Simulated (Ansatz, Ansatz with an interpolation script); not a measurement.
**Al2O3 (Corundum): quasiparticle bands by Wannier interpolation**

Wanted: quasiparticle gap and band widths of Al2O3 (Corundum) over the whole zone.

Main program and level: Ansatz 0.2.0; LDA, Wannier functions and G0W0, plane waves, PAW.

**The experiments to reproduce.**

- Gap 8.7 eV: optical band gap of host from absorption; optical absorption, quoted from earlier work; bulk crystal (high-purity reference sample) (quoted in “Multi-petahertz electron interference in Cr:Al2O3 solid-state material”, 2018, pmc:5906618).

This is a report of a sequence of runs, with most program output left out.

### 1. Set-up

The structure is trigonal, space group R-3c (No. 167). The conventional cell has a = 4.761 Å, b = 4.761 Å, c = 12.996 Å, α = 90.00°, β = 90.00°, γ = 120.00°. Al has 6 O at 1.85 to 1.97 Å nearest. O has 4 Al at 1.85 to 1.97 Å nearest. Farther neighbours and most contacts between anions are not listed.

The cell and positions come from the Crystallography Open Database and are kept as given unless a step says otherwise.

### 2. LDA bands

The cheap functional maps the bands first; the places of the edges decide which points the dearer methods must see.

This step: DFT, LDA, plane waves, PAW; PAW set soft_1.

input.yaml reads:

```yaml
crystal:
  lattice:
    - [2.38025, 1.37423798, 4.33186667]
    - [-2.38025, 1.37423798, 4.33186667]
    - [0.0, -2.74847596, 4.33186667]
  atoms:
    - { symbol: Al, position: [0.35216, 0.35216, 0.35216] }
    - { symbol: Al, position: [0.14784, 0.14784, 0.14784] }
    - { symbol: Al, position: [0.64784, 0.64784, 0.64784] }
    - { symbol: Al, position: [0.85216, 0.85216, 0.85216] }
    - { symbol: O, position: [0.55668, 0.94332, 0.25] }
    - { symbol: O, position: [0.25, 0.55668, 0.94332] }
    - { symbol: O, position: [0.94332, 0.25, 0.55668] }
    - { symbol: O, position: [0.44332, 0.05668, 0.75] }
    - { symbol: O, position: [0.75, 0.44332, 0.05668] }
    - { symbol: O, position: [0.05668, 0.75, 0.44332] }
kpoints:
  mp_grid: { grid: [4, 4, 4] }
  band_path:
    path:
      - [[0.0, 0.0, 0.0], [0.5, 0.5, 0.5], [0.76623952, 0.23376048, 0.5]]
      - [[0.5, -0.23376048, 0.23376048], [0.5, 0.0, 0.0], [0.0, 0.0, 0.0], [0.36688024, -0.36688024, 0.0]]
      - [[0.63311976, 0.0, 0.36688024], [0.5, 0.0, 0.5], [0.0, 0.0, 0.0]]
    npoints: 10
hamiltonian:
  xc: lda
  pseudopotentials: { kind: paw, azcp: { folder: soft_1 }, xc_functional: pbe }
scf:
  occupations: { method: fermi_dirac, width: 0.02 }
  n_extra_bands: 45
output:
  eigenvalues: true
  fatbands: true
  write_density: true
  write_potential: true
  elf: true
  volumetric_format: npy
```

On the command line:

```console
ansatz run input.yaml --threads 3 --pin off --max-ram 92160MiB --backend cuda --events-out ev --progress --plain --runs-dir out --devices 1 --max-vram 13GiB
```

The job ended after 13 s (1 × NVIDIA H100 80GB HBM3 (shared by 6 runs) with 3 threads of AMD EPYC 7R13 (Zen 3), shared host; peak memory 0.91 GiB; 15 s of CPU time).

Numbers from this step:

| Item | Value |
| --- | --- |
| filled bands | 24 |
| gap | 6.161 eV |
| valence top at | Γ |
| conduction bottom at | Γ |
| least direct gap | 6.161 eV |

The gap is direct, at Γ.

The electronic bands at the labelled points (eV, zero at the top of the highest nominally filled band):

```
     point  band 21  band 22  band 23  band 24  band 25  band 26  band 27  band 28
         Γ    -0.50    -0.04    -0.04     0.00     6.16     8.98    10.52    11.35
   halfway    -0.51    -0.51    -0.11    -0.11     7.12     9.05    10.34    11.39
         T    -0.38    -0.38    -0.38    -0.38     8.55     8.55    10.82    10.82
   halfway    -0.87    -0.87    -0.54    -0.54     9.24     9.24    10.57    10.57
        H2    -0.86    -0.86    -0.51    -0.51     9.54     9.54     9.95     9.95
jump to H0    -0.86    -0.86    -0.51    -0.51     9.54     9.54     9.95     9.95
   halfway    -0.85    -0.85    -0.32    -0.32     9.22     9.22     9.66     9.66
         L    -0.92    -0.92    -0.27    -0.27     9.31     9.31     9.48     9.48
   halfway    -0.77    -0.45    -0.15    -0.11     7.39     9.86     9.97    10.56
         Γ    -0.50    -0.04    -0.04     0.00     6.16     8.98    10.52    11.35
   halfway    -0.85    -0.53    -0.17    -0.08     7.80     9.59    10.14    10.28
        S0    -0.90    -0.85    -0.57    -0.28     9.36     9.36     9.57    10.00
jump to S2    -0.90    -0.85    -0.57    -0.28     9.36     9.36     9.57    10.00
   halfway    -0.97    -0.85    -0.75    -0.27     9.43     9.60     9.62    10.07
         F    -1.04    -0.93    -0.75    -0.26     9.39     9.60     9.77    10.25
   halfway    -0.98    -0.60    -0.27    -0.17     7.65     9.93     9.99    10.53
         Γ    -0.50    -0.04    -0.04     0.00     6.16     8.98    10.52    11.35
```

ELF in the ac plane of the conventional cell at fractional y = 0.000, with atoms of Al and O within 0.2 Å of it. It is the smooth field of the valence electrons, not physical close to the nuclei.

Values, 24 rows by 14 columns, each cell a mean:
```
0.04 0.04 0.04 0.05 0.08 0.10 0.20 0.48 0.67 0.70 0.64 0.46 0.21 0.06
0.07 0.10 0.10 0.07 0.04 0.08 0.42 0.75 0.68 0.55 0.74 0.79 0.54 0.15
0.03 0.06 0.10 0.08 0.05 0.07 0.38 0.75 0.75 0.66 0.78 0.81 0.54 0.09
0.07 0.03 0.16 0.22 0.20 0.15 0.14 0.35 0.56 0.58 0.52 0.39 0.14 0.02
0.06 0.31 0.67 0.75 0.72 0.66 0.46 0.18 0.09 0.09 0.09 0.10 0.10 0.06
0.14 0.43 0.78 0.72 0.52 0.69 0.76 0.45 0.09 0.04 0.06 0.09 0.13 0.13
0.13 0.43 0.78 0.76 0.63 0.73 0.72 0.38 0.08 0.04 0.06 0.09 0.13 0.13
0.04 0.20 0.52 0.62 0.60 0.50 0.31 0.15 0.17 0.19 0.16 0.12 0.07 0.03
0.07 0.02 0.09 0.12 0.10 0.08 0.19 0.51 0.70 0.71 0.67 0.57 0.25 0.03
0.04 0.08 0.11 0.08 0.05 0.08 0.43 0.77 0.70 0.55 0.76 0.83 0.60 0.12
0.07 0.09 0.08 0.06 0.04 0.08 0.36 0.72 0.73 0.65 0.76 0.73 0.45 0.12
0.02 0.03 0.05 0.09 0.17 0.19 0.19 0.33 0.52 0.58 0.48 0.30 0.12 0.03
0.04 0.11 0.34 0.58 0.69 0.70 0.59 0.32 0.13 0.09 0.07 0.05 0.04 0.04
0.08 0.33 0.72 0.80 0.62 0.59 0.77 0.62 0.20 0.04 0.05 0.08 0.10 0.09
0.03 0.29 0.74 0.82 0.70 0.68 0.79 0.59 0.17 0.04 0.07 0.10 0.08 0.04
0.07 0.05 0.28 0.47 0.56 0.59 0.47 0.22 0.12 0.18 0.22 0.20 0.08 0.02
0.05 0.08 0.10 0.09 0.09 0.09 0.12 0.32 0.59 0.70 0.74 0.73 0.51 0.12
0.13 0.14 0.11 0.07 0.04 0.05 0.24 0.67 0.77 0.56 0.60 0.80 0.64 0.23
0.11 0.13 0.11 0.07 0.05 0.05 0.20 0.60 0.76 0.66 0.69 0.81 0.64 0.21
0.03 0.05 0.10 0.14 0.17 0.19 0.15 0.21 0.42 0.57 0.62 0.59 0.36 0.07
0.07 0.10 0.45 0.64 0.70 0.72 0.63 0.33 0.10 0.09 0.12 0.12 0.05 0.02
0.05 0.35 0.78 0.82 0.63 0.59 0.78 0.64 0.20 0.04 0.06 0.10 0.10 0.06
0.08 0.27 0.64 0.78 0.69 0.67 0.76 0.56 0.17 0.04 0.05 0.07 0.09 0.08
0.03 0.06 0.20 0.40 0.55 0.57 0.43 0.23 0.18 0.18 0.13 0.06 0.04 0.03
```
Columns run along a (4.8 Å), rows up along c (13.0 Å), edges of the conventional cell, whose origin can differ from the input's. Atoms in or near the plane, at fractional coordinates: Al at (0.00, 0.85), Al at (0.00, 0.65), Al at (0.00, 0.15), Al at (0.00, 0.35), O at (0.31, 0.75), O at (0.33, 0.42), O at (0.36, 0.08), O at (0.69, 0.25), O at (0.67, 0.58), O at (0.64, 0.92).

Valence density in the ac plane of the conventional cell at fractional y = 0.000, with atoms of Al and O within 0.2 Å of it. It is the smooth field of the valence electrons, not physical close to the nuclei.

Ten steps, logarithmic in the rise over the least value, from '0' (0.0 e/Å³) to '9' (6.6 e/Å³), each cell a mean:
```
00011124665310
11111136998631
11211136898531
01222223444320
13466542111222
24699963111222
23689853111222
12345432222221
01221124565420
12211136998632
11111136898531
00012223444210
01246653211000
12479974211111
12478974211221
01344432222210
12221113566532
22221125899753
22221124799743
11222222345431
01356653111210
12579974211221
12468974211111
00134443221100
```
Columns run along a (4.8 Å), rows up along c (13.0 Å), edges of the conventional cell, whose origin can differ from the input's. Atoms in or near the plane, at fractional coordinates: Al at (0.00, 0.85), Al at (0.00, 0.65), Al at (0.00, 0.15), Al at (0.00, 0.35), O at (0.31, 0.75), O at (0.33, 0.42), O at (0.36, 0.08), O at (0.69, 0.25), O at (0.67, 0.58), O at (0.64, 0.92).

### 3. Wannier functions (Al:3s Al:3p O:2p) on 8×8×8

Localised functions give a small Hamiltonian that interpolates between mesh points at no cost.

This step: maximally localised Wannier functions, LDA, plane waves, PAW; PAW set soft_1.

input.yaml, the sections that differ from step 2:

```yaml
kpoints:
  mp_grid: { grid: [4, 4, 4] }
scf:
  occupations: { method: fixed }
  n_extra_bands: 45
output:
  wannier:
    kmesh: [8, 8, 8]
    projections:
      - { species: Al, l: s, shell: 3 }
      - { species: Al, l: p, shell: 3 }
      - { species: O, l: p, shell: 2 }
    minimise: true
    write_hr: true
    seedname: w
    conv_tol: 1.0e-06
    max_iter: 20000
    stability_check: false
    disentanglement:
      window: [0.23, 25.03]
      frozen_window: [0.23, 16.52]
      conv_tol: 1.0e-08
# crystal, hamiltonian: as in step 2
```

Elapsed: 6.8 min, on 1 × NVIDIA H100 80GB HBM3 (shared by 6 runs) with 3 threads; peak memory 1.4 GiB.

w.win, one line in 2:

```text
! ansatz wannier90 interface
! states of the run's bands (counted from 1): 1-46
num_wann  = 34
conv_tol = 1e-6
dis_win_min = 0.23
dis_froz_min = 0.23
dis_num_iter = 10000
guiding_centres = true

Ang
      -2.3802500015254116       1.3742379791193033               4.33186667
end unit_cell_cart
begin atoms_frac
Al                   0.14784                  0.14784                  0.14784
Al                   0.85216                  0.85216                  0.85216
O                       0.25                  0.55668                  0.94332
O                    0.44332                  0.05668                     0.75
O                    0.05668                     0.75                  0.44332
```

This step gave:

- gauge-invariant spread: 41.91 Å²
- diagonal spread: 0.04607 Å²
- off-diagonal spread: 4.761 Å²
- total spread: 46.72 Å²
- least projectability: 6.37e-4
- localisation steps: 10872
- disentanglement steps: 596
- r.m.s. interpolation error: 4.35e-4 eV
- r.m.s. error near the gap: 5.78e-4 eV

Near the gap the model misses directly solved bands by 0.6 meV r.m.s. and by 7 meV at most in the window tested. This tests the starting bands, not the corrections carried with them.

Wannier functions, by row:

```
function   x (Å)   y (Å)  z (Å)  spread (Å²)  nearest atom  distance (Å)
       1  -0.589   0.837  4.644        2.251           Al1         1.026
       2  -0.589  -0.837  1.854        2.251           Al2         1.026
       3   0.589  -0.837  8.352        2.251           Al3         1.026
       4   0.589   0.837  11.14        2.251           Al4         1.026
       5       0       0  5.596        1.892           Al1          1.02
       6   1.019   0.092  4.644        2.251           Al1         1.026
       7   -0.43  -0.929  4.644        2.251           Al1         1.026
       8       0       0  0.902        1.892           Al2          1.02
       9   1.019  -0.092  1.854        2.251           Al2         1.026
      10   -0.43   0.929  1.854        2.251           Al2         1.026
      11       0       0  7.399        1.892           Al3          1.02
      12  -1.019  -0.092  8.352        2.251           Al3         1.026
      13    0.43   0.929  8.352        2.251           Al3         1.026
      14       0       0  12.09        1.892           Al4          1.02
      15  -1.019   0.092  11.14        2.251           Al4         1.026
      16    0.43  -0.929  11.14        2.251           Al4         1.026
      17  -0.928   1.374  7.581        0.623            O5         0.008
      18  -0.968   1.374  7.581        0.726            O5         0.048
      19  -0.902   1.374  7.581        0.674            O5         0.019
      20  -0.726  -1.488  7.581        0.627            O6         0.006
      21  -0.748  -1.493  7.561        0.684            O6         0.028
      22  -0.698  -1.503    7.6        0.711            O6         0.042
      23   1.654   0.114  7.581        0.627            O7         0.006
      24   1.633   0.118    7.6        0.684            O7         0.028
      25   1.682   0.129  7.561        0.711            O7         0.042
      26   0.928  -1.374  5.415        0.623            O8         0.008
      27   0.968  -1.374  5.415        0.726            O8         0.048
      28   0.902  -1.374  5.415        0.674            O8         0.019
      29   0.726   1.488  5.415        0.627            O9         0.006
      30   0.748   1.493  5.434        0.684            O9         0.028
      31   0.698   1.503  5.395        0.711            O9         0.042
      32  -1.654  -0.114  5.415        0.627           O10         0.006
      33  -1.633  -0.118  5.395        0.684           O10         0.028
      34  -1.682  -0.129  5.434        0.711           O10         0.042
```

Frozen up to 9.16 eV; above it the model need not follow the bands. Electronic bands along the path, in eV, zero at the valence-band top:

```
     point  band 21  band 22  band 23  band 24  band 25  band 26  band 27  band 28
         Γ    -0.50    -0.04    -0.04     0.00     6.16     8.98    10.52    11.35
   halfway    -0.51    -0.51    -0.11    -0.11     7.12     9.05    10.34    11.58
         T    -0.38    -0.38    -0.38    -0.38     8.55     8.55    11.03    11.03
   halfway    -0.87    -0.87    -0.54    -0.54     9.26     9.26    10.66    10.66
        H2    -0.86    -0.86    -0.51    -0.51     9.59     9.59    10.00    10.00
jump to H0    -0.86    -0.86    -0.51    -0.51     9.59     9.59    10.00    10.00
   halfway    -0.85    -0.85    -0.32    -0.32     9.24     9.24     9.68     9.68
         L    -0.92    -0.92    -0.27    -0.27     9.33     9.33     9.48     9.48
   halfway    -0.77    -0.45    -0.15    -0.11     7.39     9.87    10.22    10.62
         Γ    -0.50    -0.04    -0.04     0.00     6.16     8.98    10.52    11.35
   halfway    -0.85    -0.53    -0.18    -0.08     7.80     9.58    10.15    10.46
        S0    -0.90    -0.85    -0.57    -0.28     9.38     9.41     9.70    10.52
jump to S2    -0.90    -0.85    -0.57    -0.28     9.38     9.41     9.70    10.52
   halfway    -0.97    -0.85    -0.75    -0.27     9.55     9.63     9.92    10.26
         F    -1.04    -0.93    -0.75    -0.26     9.68     9.73     9.77    10.42
   halfway    -0.98    -0.60    -0.27    -0.17     7.65     9.94    10.12    10.74
         Γ    -0.50    -0.04    -0.04     0.00     6.16     8.98    10.52    11.35
```

The same for Kohn-Sham, solved directly:

```
point  band 21  band 22  band 23  band 24  band 25  band 26  band 27  band 28
    Γ    -0.50    -0.04    -0.04     0.00     6.16     8.98    10.52    11.35
    T    -0.38    -0.38    -0.38    -0.38     8.55     8.55    10.82    10.82
   H2    -0.86    -0.86    -0.51    -0.51     9.54     9.54     9.95     9.95
   H0    -0.86    -0.86    -0.51    -0.51     9.54     9.54     9.95     9.95
    L    -0.92    -0.92    -0.27    -0.27     9.31     9.31     9.48     9.48
    Γ    -0.50    -0.04    -0.04     0.00     6.16     8.98    10.52    11.35
   S0    -0.90    -0.85    -0.57    -0.28     9.36     9.36     9.57    10.00
   S2    -0.90    -0.85    -0.57    -0.28     9.36     9.36     9.57    10.00
    F    -1.04    -0.93    -0.75    -0.26     9.39     9.60     9.77    10.25
    Γ    -0.50    -0.04    -0.04     0.00     6.16     8.98    10.52    11.35
```

(Part 1 of 2 ends here.)

[Paths, hosts, dates, memory and timing lines, banners, echoed tables and standing remarks are left out of the program output.]

[Logs are printed without paths, hosts, clocks, repeated set-up lines and the standing remarks that a program may print on its own settings, such as how far it seeks lower states.]

[Runs of the session that timed out or met a known fault of the program may be left out.]

[Hosts, paths, dates, database ids (printed as entryN), source tags and the programs' standing remarks are cut or masked in the printed files.]
